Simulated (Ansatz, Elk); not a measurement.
# How far do independent atoms describe Ag2H2Pd?

Structure refinements treat a crystal as free atoms side by side. For a made-up structure of Ag2H2Pd (cell and positions from a PBEsol relaxation) the runs below show what the calculated density changes in F(hkl).

Main program and level: Elk 11.2.3 (patched build); DFT, PBE, all-electron APW+lo, Dirac cores, scalar-relativistic bands, static density, no spin.

This account leaves out most program logs.

The structure was built from a prototype and need not be the compound's stable phase.

## (1) Set-up

It takes space group I4/mmm (No. 139, tetragonal). The conventional cell has a = 3.149 Å, b = 3.149 Å, c = 11.043 Å, α = 90.00°, β = 90.00°, γ = 90.00°. Nearest to Ag lie 5 H at 2.05 to 2.23 Å. Pd has 2 H at 1.71 Å nearest. Nearest to H lie 1 Pd at 1.71 Å and 5 Ag at 2.05 to 2.23 Å. Farther neighbours are not listed.

## (2) Ground state and structure factors

An all-electron density is needed, since X-rays see the cores too. Task 0 finds the density and task 195 Fourier-transforms it; tshift is off so that phases refer to the origin typed.

File elk.in:

```
tasks
  0
  195

xctype
  20

spinpol
  .false.

rgkmax
  7.0

gmaxvr
  14.0

lmaxo
  7

lmaxapw
  8

swidth
  0.002

tshift
  .false.

ramdisk
  .false.

hmaxvr
  5.5

maxscl
  120

epspot
  1e-06

sppath
  './'

avec
  -2.97501153057 2.97501153057 10.43418036172
  2.97501153057 -2.97501153057 10.43418036172
  2.97501153057 2.97501153057 -10.43418036172

atoms
  3
  'Ag.in'
  2
  0.3406156156 0.3406156156 -0.0000000000   0.000000 0.000000 0.000000
  0.6593843844 0.6593843844 -0.0000000000   0.000000 0.000000 0.000000
  'Pd.in'
  1
  -0.0000000000 -0.0000000000 0.0000000000   0.000000 0.000000 0.000000
  'H.in'
  2
  0.1548077865 0.1548077865 -0.0000000000   0.000000 0.000000 0.000000
  0.8451922135 0.8451922135 -0.0000000000   0.000000 0.000000 0.000000

ngridk
  10 10 10
```

On the command line:

```sh
$ OMP_NUM_THREADS=4 elk
```

The job ended after 2.1 min (4 threads of Intel Xeon Platinum 8488C (Sapphire Rapids), shared host; peak memory 0.23 GiB; 7.7 min of CPU time).

SFACRHO.OUT:

```text

h k l indices transformed by vhmat matrix:
   1.000000000       0.000000000       0.000000000    
   0.000000000       1.000000000       0.000000000    
   0.000000000       0.000000000       1.000000000    

      h      k      l  multipl.   |H|            Re(F)            Im(F)           |F|

      0      0      0      1   0.0000000       142.00000      0.22393195E-15   142.00000    
      1      1     -1      2  0.60217335       5.7087486     -0.40050313E-16   5.7087486    
     -1      0      1      8   1.0980780      -3.4001854      0.20025156E-15   3.4001854    
      2      2     -2      2   1.2043467      -13.538173      0.23028930E-15   13.538173    
     -1     -2      2      8   1.3896045       109.55674     -0.32540879E-16   109.55674    
     -1      1      0      4   1.4934002       109.41431     -0.18514679E-15   109.41431    
      0     -2      1      8   1.6102351       4.4567786      0.19023899E-15   4.4567786    
     -3     -3      3      2   1.8065200       98.738131      0.39049055E-15   98.738131    
     -3     -2      2      8   1.8388724       13.204929      0.13016352E-15   13.204929    
     -2     -2      1      8   1.9185138      -11.222756     -0.20025156E-16   11.222756    
     -1      1     -1      4   2.1119869       93.994614     -0.98174731E-17   93.994614    
     -2      0      0      8   2.1961560       3.9829761      0.22027672E-15   3.9829761    
      3      3     -4      8   2.3438769       86.793446     -0.14418113E-14   86.793446    
     -4     -3      3      8   2.3573562      -15.089221      0.37046539E-15   15.089221    
      2     -1     -1     16   2.3803915      -2.9256303     -0.70088047E-16   2.9256303    
      4      4     -4      2   2.4086934       19.486892     -0.11013836E-15   19.486892    
      1      3     -3      8   2.4312424      -9.7683572      0.20025156E-15   9.7683572    
      2      1      0     16   2.5281395       84.140725      0.50062891E-16   84.140725
```

Elk indexes on the primitive cell of elk.in and gives |H| = 4π sin θ/λ in inverse bohr. Below, one row stands for each form hkl of the conventional cell (m members, Friedel mates merged), F is for one primitive cell and the density is static (no thermal factor). Free-atom factors are Waasmaier and Kirfel's, and R is Σm||F|−|F'||/Σm|F|.

| hkl | m | sin θ/λ (Å⁻¹) | abs F, DFT | neutral atoms | diff. |
| --- | --- | --- | --- | --- | --- |
| 002 | 2 | 0.091 | 5.709 | 5.816 | -0.107 |
| 101 | 8 | 0.165 | 3.400 | 3.309 | +0.091 |
| 004 | 2 | 0.181 | 13.538 | 13.376 | +0.163 |
| 103 | 8 | 0.209 | 109.557 | 110.353 | -0.796 |
| 110 | 4 | 0.225 | 109.414 | 109.958 | -0.544 |
| 112 | 8 | 0.242 | 4.457 | 4.607 | -0.150 |
| 006 | 2 | 0.272 | 98.738 | 98.970 | -0.232 |
| 105 | 8 | 0.277 | 13.205 | 13.295 | -0.090 |
| 114 | 8 | 0.288 | 11.223 | 11.153 | +0.070 |
| 200 | 4 | 0.318 | 93.995 | 94.091 | -0.096 |
| 202 | 8 | 0.330 | 3.983 | 4.016 | -0.033 |
| 116 | 8 | 0.352 | 86.793 | 86.667 | +0.127 |
| 107 | 8 | 0.354 | 15.089 | 15.199 | -0.110 |
| 211 | 16 | 0.358 | 2.926 | 2.926 | -0.001 |
| 008 | 2 | 0.362 | 19.487 | 19.360 | +0.127 |
| 204 | 8 | 0.366 | 9.768 | 9.752 | +0.017 |
| 213 | 16 | 0.380 | 84.141 | 84.043 | +0.098 |
| 206 | 8 | 0.418 | 78.716 | 78.450 | +0.266 |

## (3) The highest occupied states alone

An energy window below the Fermi level keeps the highest occupied states, to see at which angles they scatter; shallow core shells can lie inside it and anion s states outside. No new self-consistency is needed.

Edit elk.in of step 2 so:

```diff
@@ -1,3 +1,2 @@
 tasks
-  0
   195
@@ -40,2 +39,5 @@
 
+wsfac
+  -0.134620 0.606370
+
 sppath
```

On the command line:

```sh
$ OMP_NUM_THREADS=4 elk
```

It took 5.5 s on 4 threads; peak memory 0.16 GiB; 11 s of CPU time.

States within 12 eV below the Fermi level hold 34.00 electrons; any levels below the window count with the cores. Their amplitudes can exceed the total, where window and core parts have opposite phase:

| hkl | sin θ/λ (Å⁻¹) | abs F, window | abs F, all |
| --- | --- | --- | --- |
| 002 | 0.091 | 0.043 | 5.709 |
| 101 | 0.165 | 0.612 | 3.400 |
| 004 | 0.181 | 3.385 | 13.538 |
| 103 | 0.209 | 12.256 | 109.557 |
| 110 | 0.225 | 12.834 | 109.414 |
| 112 | 0.242 | 0.429 | 4.457 |
| 006 | 0.272 | 8.745 | 98.738 |
| 105 | 0.277 | 0.679 | 13.205 |
| 114 | 0.288 | 1.845 | 11.223 |
| 200 | 0.318 | 5.989 | 93.995 |

## (4) Another try

In this try the input is made faulty on purpose, to show what that does.

The input is changed as shown.

Edit elk.in of step 3 so:

```diff
@@ -1,2 +1,3 @@
 tasks
+  0
   195
@@ -10,3 +11,3 @@
 rgkmax
-  7.0
+  3.5
 
@@ -34,3 +35,3 @@
 maxscl
-  120
+  60
 
@@ -38,5 +39,2 @@
   1e-06
-
-wsfac
-  -0.134620 0.606370
```

On the command line:

```sh
$ OMP_NUM_THREADS=4 elk
```

Wall time 84 s (4 threads); peak memory 0.2 GiB.

The run finished. A setting was moved off its sound value on purpose, so it serves as a test and not as the result.

The fault put into the input: a cutoff far too low.

Its structure factors differ from the first run's by R = 0.3 %.

## (5) Another functional

The difference from free atoms is small, so it is set against the change that LDA (Perdew-Wang) makes.

Edit elk.in of step 4 so:

```diff
@@ -5,3 +5,3 @@
 xctype
-  20
+  3
 
@@ -11,3 +11,3 @@
 rgkmax
-  3.5
+  7.0
 
@@ -35,3 +35,3 @@
 maxscl
-  60
+  120
```

On the command line:

```sh
$ OMP_NUM_THREADS=4 elk
```

Elapsed: 48 s, on 4 threads; peak memory 0.2 GiB.

Against the first run R = 0.04 %; the largest change is -0.109 at 006.

## (6) A coarser k-mesh

About half the k-points along each axis test the sampling.

Edit elk.in of step 5 so:

```diff
@@ -5,3 +5,3 @@
 xctype
-  3
+  20
 
@@ -63,2 +63,2 @@
 ngridk
-  10 10 10
+  5 5 5
```

On the command line:

```sh
$ OMP_NUM_THREADS=4 elk
```

Elapsed: 47 s, on 4 threads; peak memory 0.22 GiB.

Against the first run R = 0.01 %; the largest change is +0.014 at 004.

## (7) Settings against the effect

| run | R against the first run (%) | R against neutral atoms, low angle (%) | wall time |
| --- | --- | --- | --- |
| PBE, rgkmax 7 | 0.00 | 0.71 | 2.1 min |
| LDA (Perdew-Wang) | 0.04 | 0.73 | 48 s |
| k-mesh 5×5×5 | 0.01 | 0.71 | 47 s |

## (8) Summary of results

| Property | Result |
| --- | --- |
| R against neutral atoms, sin θ/λ < 0.3 Å⁻¹ | 0.71 % |
| R against neutral atoms, 0.3 to 0.83 Å⁻¹ | 0.26 % |

Independent neutral atoms miss the calculated amplitudes by R = 0.71 % below 0.3 Å⁻¹ and 0.26 % from there to 0.83 Å⁻¹; by shells, 1.87 % below 0.15 Å⁻¹ (1 form), 0.70 % 0.15 to 0.3 (8 forms), 0.28 % 0.3 to 0.45 (13 forms), 0.25 % above 0.45 (83 forms). Bonding, aspherical density and the tables' own atoms all enter these figures, and the runs don't part them. The largest change of an amplitude is -0.80 electrons, at 103. The window's part falls from 34.0 electrons at the origin to at most 0.60 between 0.45 and 0.83 Å⁻¹. Below 0.3 Å⁻¹ the changes that finished (LDA (Perdew-Wang) and k-mesh 5×5×5) move F by R = 0.09 % at most, against the 0.71 % that separates it from free atoms. The basis has no finished test. These runs have no spin, though d or f shells may be open. Part of the difference isn't bonding: the tables are fits to free atoms and ions calculated by other methods than this functional. Thermal motion, anomalous dispersion and extinction are left out.

[Logs are printed without paths, hosts, clocks, repeated set-up lines and the standing remarks that a program may print on its own settings, such as how far it seeks lower states.]

[Hosts, paths, dates, database ids (printed as entryN), source tags and the programs' standing remarks are cut or masked in the printed files.]
